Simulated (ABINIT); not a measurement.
# Al2O3 (Corundum): one start, several treatments of the self-energy

Aim: compare treatments of exchange, screening and correlation for the gap of Al2O3 (Corundum).

Main program and level: ABINIT 10.8.3; PBE and many-body steps on it, plane waves.

**What was measured.**

- Gap 8.7 eV: optical band gap of host from absorption; optical absorption, quoted from earlier work; bulk crystal (high-purity reference sample) (quoted in “Multi-petahertz electron interference in Cr:Al2O3 solid-state material”, 2018, pmc:5906618).

### 1. The starting structure

The structure is trigonal, space group R-3c (No. 167). The conventional cell has a = 4.760 Å, b = 4.760 Å, c = 12.996 Å, α = 90.00°, β = 90.00°, γ = 120.00°. Nearest to Al lie 6 O at 1.85 to 1.97 Å. Nearest to O lie 4 Al at 1.85 to 1.97 Å. Farther neighbours and most contacts between anions are not listed.

The cell and positions come from the Crystallography Open Database and are kept as given unless a step says otherwise.

### 2. Empty states on the mesh, 4×4×4 mesh, 123 bands

This step: ABINIT 10.8.3; DFT, PBE, plane waves, norm-conserving pseudopotentials.

The sums over transitions need many empty states on a uniform mesh; this step solves for them.

run.abi

```
acell 3*1.0 Angstrom
rprim 
  2.380249999995 1.374237978213 4.331866666707
  -2.380249999995 1.374237978213 4.331866666707
  -0.000000000000 -2.748475956495 4.331866666685
ntypat 2
znucl 13 8
natom 10
typat 1 1 1 1 2 2 2 2 2 2
xred 
  0.352160000000 0.352160000000 0.352160000000
  0.147840000000 0.147840000000 0.147840000000
  0.647840000000 0.647840000000 0.647840000000
  0.852160000000 0.852160000000 0.852160000000
  0.556680000000 0.943320000000 0.250000000000
  0.250000000000 0.556680000000 0.943320000000
  0.943320000000 0.250000000000 0.556680000000
  0.443320000000 0.056680000000 0.750000000000
  0.750000000000 0.443320000000 0.056680000000
  0.056680000000 0.750000000000 0.443320000000
pp_dirpath "pseudos"
pseudos "Al.upf, O.upf"
ecut 36
ngkpt 4 4 4
nshiftk 1
shiftk 0 0 0
kptopt 1
chksymbreak 0
iscf -2
irdden 1
istwfk *1
nband 123
nbdbuf 10
tolwfr 1e-09
nstep 60
prtvol 0
indata_prefix "in"
outdata_prefix "out"
tmpdata_prefix "tmp"
```

The run is started by

```
$ OMP_NUM_THREADS=1 mpirun -n 4 abinit run.abi > log
```

Numbers of over 12 decimals in the logs are rounded to 6 here.

The log of the run:

```text
.Version 10.8.3 of ABINIT. v10.8.2 released Aug 2026.

 Symmetries : space group R-3 c (#167); Bravais hR (rhombohedral)
[... echo of the input left out ...]
== DATASET  1 ==================================================================
-   mpi_nproc: 4, omp_nthreads: 1 (-1 if OMP is not activated)

--- !DatasetInfo
iteration_state: {dtset: 1, }
dimensions: {natom: 10, nkpt: 13, mband: 123, nsppol: 1, nspinor: 1, nspden: 1, mpw: 5940, }
cutoff_energies: {ecut:  36.0, pawecutdg:  -1.0, }
[...]
2.01203    2.02392    2.02392    2.03167    2.08406    2.09318    2.09318    2.11133
   2.11406    2.12283    2.12283    2.14522    2.14522    2.16098    2.18922    2.18922
   2.18931    2.18931    2.26309
 prteigrs : prtvol=0 or 1, do not print more k-points.

== END DATASET(S) ==============================================================
================================================================================

 -outvars: echo values of variables after computation  --------
            nband         123
             nkpt          13
          spgroup         167
 [... the other variables as echoed above ...]

 Calculation completed.
```

Wall time 1.9 min (4 MPI ranks of Intel Xeon Platinum 8488C (Sapphire Rapids), shared host); peak memory 0.51 GiB; 7.4 min of CPU time.

Numbers from this step:

* gap: 6.266 eV
* k of the valence top: 0, 0, 0
* k of the conduction bottom: 0, 0, 0
* least direct gap: 6.266 eV
* k points computed: 13
* lowest point of the top converged band, above the valence top: 51.9177 eV

On this mesh the gap is 6.266 eV.

The density comes from a self-consistent run that is not shown.

### 3. Screening, 4×4×4 mesh, 113 bands, screening to 122.5 eV

The RPA dielectric matrix is built and inverted for each q.

This step: RPA screening on PBE, plane waves, norm-conserving pseudopotentials.

run.abi: that of step 2 with these lines changed.

```diff
@@ -28,10 +28,11 @@
 chksymbreak 0
-iscf -2
-irdden 1
 istwfk *1
-nband 123
-nbdbuf 10
-tolwfr 1e-09
-nstep 60
-prtvol 0
+occopt 1
+irdwfk 1
+optdriver 3
+nband 113
+ecuteps 4.5
+inclvkb 2
+awtr 1
+symchi 1
 indata_prefix "in"
```

The log of the run:

```text
.Version 10.8.3 of ABINIT. v10.8.2 released Aug 2026.

 Symmetries : space group R-3 c (#167); Bravais hR (rhombohedral)
[... echo of the input left out ...]
== DATASET  1 ==================================================================
-   mpi_nproc: 4, omp_nthreads: 1 (-1 if OMP is not activated)

--- !DatasetInfo
iteration_state: {dtset: 1, }
dimensions: {natom: 10, nkpt: 13, mband: 113, nsppol: 1, nspinor: 1, nspden: 1, mpw: 5940, }
cutoff_energies: {ecut:  36.0, pawecutdg:  -1.0, }
electrons: {nelect:   4.80000000E+01, charge:   0.00000000E+00, occopt:   1.00000000E+00, tsmear:   1.00000000E-02, }

 SCREENING: Calculation of the susceptibility and dielectric matrices

 Based on a program developped by R.W. Godby, V. Olevano, G. Onida, and L. Reining.
 Incorporated in ABINIT by V. Olevano, G.-M. Rignanese, and M. Torrent.
.Using double precision arithmetic ; gwpc =  8

[... cell and pseudopotentials left out ...]
--------------------------------------------------------------------------------

 ==== K-mesh for the wavefunctions ====
 Number of points in the irreducible wedge :    13
[... list of points left out ...]
 Together with 12 symmetry operations and time-reversal symmetry
 yields    64 points in the full Brillouin Zone.

 ==== Q-mesh for the screening function ====
 Number of points in the irreducible wedge :    13
[... list of points left out ...]
 Together with 12 symmetry operations and time-reversal symmetry
 yields    64 points in the full Brillouin Zone.

 setmesh: FFT mesh size selected  =    36x   36x   36
          total number of points  =        46656

 vcoul_init : cutoff-mode = AUXILIARY_FUNCTION
 q-points for optical limit:   1
     1)      0.000010    0.000020    0.000030

- screening: taking advantage of time-reversal symmetry
- Maximum band index for partially occupied states nbvw = 24
- Remaining bands to be divided among processors   nbcw = 89
- Number of bands treated by each node ~22

 Number of electrons calculated from density =   48.0000; Expected =   48.0000
 average of density, n =  0.083663
 r_s =    1.4184
 omega_plasma =   27.9012 [eV]

 calculating chi0 at frequencies [eV] :
  1    0.000000E+00    0.000000E+00
  2    0.000000E+00    2.790117E+01

--------------------------------------------------------------------------------
  q-point number  1        q = ( 0.000000, 0.000000, 0.000000) [r.l.u.]
--------------------------------------------------------------------------------
[... chi0 elements left out ...]
 For q-point:  0.000010 0.000020 0.000030
  dielectric constant =   3.0346
  dielectric constant without local fields =   3.2418

  Average fulfillment of the sum rule on Im[epsilon] for q-point    1 :     52.57  [%]
[... wings left out ...]
  q-point number  2        q = ( 0.250000, 0.000000, 0.000000) [r.l.u.]
--------------------------------------------------------------------------------
[... chi0 elements left out ...]
  Average fulfillment of the sum rule on Im[epsilon] for q-point    2 :     64.61  [%]

 [... 11 further q-points ...]
```

The job ended after 4.4 min (4 MPI ranks; peak memory 2.5 GiB).

This step gave:

- ε∞ with local fields, on this mesh, along the program's q direction: 3.035
- the same without local fields: 3.242
- plasma frequency: 27.90 eV
- plane waves in the screening matrix: 277

Local fields lower ε∞ by 6 %.

### 4. G0W0, Godby-Needs plasmon pole

The self-energy is evaluated for the states that the input lists, and the levels follow from it, in one-shot runs by the linearised quasiparticle equation.

This step: G0W0 on PBE, plane waves, norm-conserving pseudopotentials.

run.abi: that of step 3 with these lines changed.

```diff
@@ -31,8 +31,15 @@
 irdwfk 1
-optdriver 3
+optdriver 4
 nband 113
+gwcalctyp 0
+ecutsigx 36
+symsigma 1
+nkptgw 1
+kptgw 
+  0.0000000000 0.0000000000 0.0000000000
+bdgw 
+  22 26
 ecuteps 4.5
-inclvkb 2
-awtr 1
-symchi 1
+irdscr 1
+ppmodel 1
 indata_prefix "in"
```

The log of the run:

```text
.Version 10.8.3 of ABINIT. v10.8.2 released Aug 2026.

 Symmetries : space group R-3 c (#167); Bravais hR (rhombohedral)
[... echo of the input left out ...]
== DATASET  1 ==================================================================
-   mpi_nproc: 4, omp_nthreads: 1 (-1 if OMP is not activated)

--- !DatasetInfo
iteration_state: {dtset: 1, }
dimensions: {natom: 10, nkpt: 13, mband: 113, nsppol: 1, nspinor: 1, nspden: 1, mpw: 5940, }
cutoff_energies: {ecut:  36.0, pawecutdg:  -1.0, }
electrons: {nelect:   4.80000000E+01, charge:   0.00000000E+00, occopt:   1.00000000E+00, tsmear:   1.00000000E-02, }

 SIGMA: Calculation of the GW corrections

 Based on a program developped by R.W. Godby, V. Olevano, G. Onida, and L. Reining.
 Incorporated in ABINIT by V. Olevano, G.-M. Rignanese, and M. Torrent.
.Using double precision arithmetic ; gwpc =  8

[... cell and pseudopotentials left out ...]
--------------------------------------------------------------------------------

 ==== K-mesh for the wavefunctions ====
 Number of points in the irreducible wedge :    13
[... list of points left out ...]
 Together with 12 symmetry operations and time-reversal symmetry
 yields    64 points in the full Brillouin Zone.

 ==== Q-mesh for screening function ====
 Number of points in the irreducible wedge :    13
[... list of points left out ...]
 Together with 12 symmetry operations and time-reversal symmetry
 yields    64 points in the full Brillouin Zone.

 vcoul_init : cutoff-mode = AUXILIARY_FUNCTION
 q-points for optical limit:   1
     1)      0.000010    0.000020    0.000030
 setmesh: FFT mesh size selected  =    54x   54x   54
          total number of points  =       157464

 Number of electrons calculated from density =   48.0000; Expected =   48.0000
 average of density, n =  0.083663
 r_s =    1.4184
 omega_plasma =   27.9012 [eV]

 === KS Band Gaps ===
  >>>> For spin  1
   Minimum direct gap =   6.2663 [eV], located at k-point      :   0.0000  0.0000  0.0000
   Fundamental gap    =   6.2663 [eV], Top of valence bands at :   0.0000  0.0000  0.0000
                                       Bottom of conduction at :   0.0000  0.0000  0.0000
 SIGMA fundamental parameters:
 PLASMON POLE MODEL  1
 number of plane-waves for SigmaX                 5879
 number of plane-waves for SigmaC and W            277
 number of plane-waves for wavefunctions          5879
 number of bands                                   113
 number of independent spin polarizations            1
 number of spinorial components                      1
 number of k-points in IBZ                          13
 number of q-points in IBZ                          13
 number of symmetry operations                      12
 number of k-points in BZ                           64
 number of q-points in BZ                           64
 number of frequencies for dSigma/dE                 9
 frequency step for dSigma/dE [eV]                0.25
 number of omega for Sigma on real axis              0
 max omega for Sigma on real axis  [eV]           0.00
 zcut for avoiding poles [eV]                     0.10

 EPSILON^-1 parameters (SCR file):
 dimension of the eps^-1 matrix on file            277
 dimension of the eps^-1 matrix used               277
 number of plane-waves for wavefunctions          5879
 number of bands                                   113
 number of q-points in IBZ                          13
 number of frequencies                               2
 number of real frequencies                          1
 number of imag frequencies                          1

 matrix elements of self-energy operator (all in [eV])

 Perturbative Calculation

--- !SelfEnergy_ee
iteration_state: {dtset: 1, }
kpoint     : [   0.000,    0.000,    0.000, ]
spin       : 1
KS_gap     :    6.266
QP_gap     :    8.450
Delta_QP_KS:    2.183
data: !SigmaeeData |
     Band     E0 <VxcDFT>   SigX SigC(E0)      Z dSigC/dE  Sig(E)    E-E0       E
       22   5.137 -20.467 -25.963   4.468   0.819  -0.221 -21.308  -0.841   4.296
       23   5.137 -20.467 -25.963   4.468   0.819  -0.221 -21.308  -0.841   4.296
       24   5.182 -20.398 -25.833   4.419   0.819  -0.220 -21.230  -0.833   4.349
       25  11.448 -13.779  -8.892  -3.308   0.855  -0.169 -12.428   1.351  12.799
       26  14.369 -11.424  -6.101  -3.706   0.863  -0.159 -10.029   1.394  15.763

== END DATASET(S) ==============================================================
================================================================================

 -outvars: echo values of variables after computation  --------
           etotal      0.0000000000E+00
            nband         113
             nkpt          13
          spgroup         167
 [... the other variables as echoed above ...]

 Calculation completed.
```

Run time: 12 s. Hardware: 4 MPI ranks; peak memory 1.5 GiB; 46 s of CPU time.

Numbers from this step:

| Item | Value |
| --- | --- |
| G0W0 gap on the points computed | 8.45 eV |
| starting gap on the mesh | 6.266 eV |
| k of the valence top | 0, 0, 0 |
| k of the conduction bottom | 0, 0, 0 |
| Z at the valence top | 0.819 |
| Z at the conduction bottom | 0.855 |
| least direct G0W0 gap on the computed points | 8.45 eV |

The gap on the mesh goes from 6.27 eV to 8.45 eV, a correction of +2.18 eV.

### 5. G0W0, Hybertsen-Louie plasmon pole

run.abi: that of step 4 with these lines changed.

```diff
@@ -43,3 +43,3 @@
 irdscr 1
-ppmodel 1
+ppmodel 2
 indata_prefix "in"
```

The log of the run:

```text
.Version 10.8.3 of ABINIT. v10.8.2 released Aug 2026.

 Symmetries : space group R-3 c (#167); Bravais hR (rhombohedral)
[... echo of the input left out ...]
== DATASET  1 ==================================================================
-   mpi_nproc: 4, omp_nthreads: 1 (-1 if OMP is not activated)

--- !DatasetInfo
iteration_state: {dtset: 1, }
dimensions: {natom: 10, nkpt: 13, mband: 113, nsppol: 1, nspinor: 1, nspden: 1, mpw: 5940, }
cutoff_energies: {ecut:  36.0, pawecutdg:  -1.0, }
electrons: {nelect:   4.80000000E+01, charge:   0.00000000E+00, occopt:   1.00000000E+00, tsmear:   1.00000000E-02, }

 SIGMA: Calculation of the GW corrections

 Based on a program developped by R.W. Godby, V. Olevano, G. Onida, and L. Reining.
 Incorporated in ABINIT by V. Olevano, G.-M. Rignanese, and M. Torrent.
.Using double precision arithmetic ; gwpc =  8

[... cell and pseudopotentials left out ...]
--------------------------------------------------------------------------------

 ==== K-mesh for the wavefunctions ====
 Number of points in the irreducible wedge :    13
[... list of points left out ...]
 Together with 12 symmetry operations and time-reversal symmetry
 yields    64 points in the full Brillouin Zone.

 ==== Q-mesh for screening function ====
 Number of points in the irreducible wedge :    13
[... list of points left out ...]
 Together with 12 symmetry operations and time-reversal symmetry
 yields    64 points in the full Brillouin Zone.

 vcoul_init : cutoff-mode = AUXILIARY_FUNCTION
 q-points for optical limit:   1
     1)      0.000010    0.000020    0.000030
 setmesh: FFT mesh size selected  =    54x   54x   54
          total number of points  =       157464

 Number of electrons calculated from density =   48.0000; Expected =   48.0000
[...]
number of q-points in IBZ                          13
 number of symmetry operations                      12
 number of k-points in BZ                           64
 number of q-points in BZ                           64
 number of frequencies for dSigma/dE                 9
 frequency step for dSigma/dE [eV]                0.25
 number of omega for Sigma on real axis              0
 max omega for Sigma on real axis  [eV]           0.00
 zcut for avoiding poles [eV]                     0.10

 EPSILON^-1 parameters (SCR file):
 dimension of the eps^-1 matrix on file            277
 dimension of the eps^-1 matrix used               277
 number of plane-waves for wavefunctions          5879
 number of bands                                   113
 number of q-points in IBZ                          13
 number of frequencies                               2
 number of real frequencies                          1
 number of imag frequencies                          1

 matrix elements of self-energy operator (all in [eV])

 Perturbative Calculation

--- !SelfEnergy_ee
iteration_state: {dtset: 1, }
kpoint     : [   0.000,    0.000,    0.000, ]
spin       : 1
KS_gap     :    6.266
QP_gap     :    8.559
Delta_QP_KS:    2.293
data: !SigmaeeData |
     Band     E0 <VxcDFT>   SigX SigC(E0)      Z dSigC/dE  Sig(E)    E-E0       E
       22   5.137 -20.467 -25.963   4.173   0.865  -0.156 -21.611  -1.144   3.993
       23   5.137 -20.467 -25.963   4.173   0.865  -0.156 -21.611  -1.144   3.993
       24   5.182 -20.398 -25.833   4.128   0.865  -0.156 -21.528  -1.131   4.051
       25  11.448 -13.779  -8.892  -3.574   0.886  -0.129 -12.617   1.162  12.610
       26  14.369 -11.424  -6.101  -3.864   0.891  -0.123 -10.125   1.299  15.668

== END DATASET(S) ==============================================================
================================================================================

 -outvars: echo values of variables after computation  --------
           etotal      0.0000000000E+00
            nband         113
             nkpt          13
          spgroup         167
 [... the other variables as echoed above ...]

 Calculation completed.
```

Elapsed: 13 s, on 4 MPI ranks; peak memory 1.8 GiB; 47 s of CPU time.

Numbers from this step:

```yaml
g0w0_gap_on_the_points_computed: 8.559 eV
starting_gap_on_the_mesh: 6.266 eV
k_of_the_valence_top: 0, 0, 0
k_of_the_conduction_bottom: 0, 0, 0
z_at_the_valence_top: 0.865
z_at_the_conduction_bottom: 0.886
least_direct_g0w0_gap_on_the_computed_points: 8.559 eV
```

Against G0W0 in ABINIT (4×4×4 mesh, 113 bands, screening to 122.5 eV, Godby-Needs plasmon pole), the gap moves by +0.109 eV.

### 6. G0W0, von der Linden-Horsch plasmon pole

run.abi: that of step 5 with these lines changed.

```diff
@@ -43,3 +43,3 @@
 irdscr 1
-ppmodel 2
+ppmodel 3
 indata_prefix "in"
```

The log of the run:

```text
.Version 10.8.3 of ABINIT. v10.8.2 released Aug 2026.

 Symmetries : space group R-3 c (#167); Bravais hR (rhombohedral)
[... echo of the input left out ...]
== DATASET  1 ==================================================================
-   mpi_nproc: 4, omp_nthreads: 1 (-1 if OMP is not activated)

--- !DatasetInfo
iteration_state: {dtset: 1, }
dimensions: {natom: 10, nkpt: 13, mband: 113, nsppol: 1, nspinor: 1, nspden: 1, mpw: 5940, }
cutoff_energies: {ecut:  36.0, pawecutdg:  -1.0, }
[...]
24   5.182 -20.398 -25.833   4.322   0.879  -0.138 -21.376  -0.978   4.203
       25  11.448 -13.779  -8.892  -3.471   0.903  -0.108 -12.501   1.278  12.726
       26  14.369 -11.424  -6.101  -3.903   0.911  -0.098 -10.131   1.292  15.662

== END DATASET(S) ==============================================================
================================================================================

 -outvars: echo values of variables after computation  --------
           etotal      0.0000000000E+00
            nband         113
             nkpt          13
          spgroup         167
 [... the other variables as echoed above ...]

 Calculation completed.
```

The job ended after 9.8 s (4 MPI ranks; peak memory 1.7 GiB; 37 s of CPU time).

This step gave:

```
G0W0 gap on the points computed              : 8.523 eV
starting gap on the mesh                     : 6.266 eV
k of the valence top                         : 0, 0, 0
k of the conduction bottom                   : 0, 0, 0
least direct G0W0 gap on the computed points : 8.523 eV
```

Against G0W0 in ABINIT (4×4×4 mesh, 113 bands, screening to 122.5 eV, Godby-Needs plasmon pole), the gap moves by +0.073 eV.

(Part 1 of 2 ends here.)

[Paths, hosts, dates, memory and timing lines, banners, echoed tables and standing remarks are left out of the program output.]

[Logs are printed without paths, hosts, clocks, repeated set-up lines and the standing remarks that a program may print on its own settings, such as how far it seeks lower states.]

[Runs of the session that timed out or met a known fault of the program may be left out.]

[No measured gap is set beside runs whose start may be inverted or whose files or cutoffs have a known fault.]

[Hosts, paths, dates, database ids (printed as entryN), source tags and the programs' standing remarks are cut or masked in the printed files.]

[G0W0 gaps are taken among the corrected bands and points alone; a level outside them can change the order at an edge.]

[Where Ansatz stands beside ABINIT at settings called matched, ABINIT's density can come from a denser mesh and the files from another edition; pairs whose starting gaps differed by over 0.03 eV were left out, so agreement reads better than it is.]
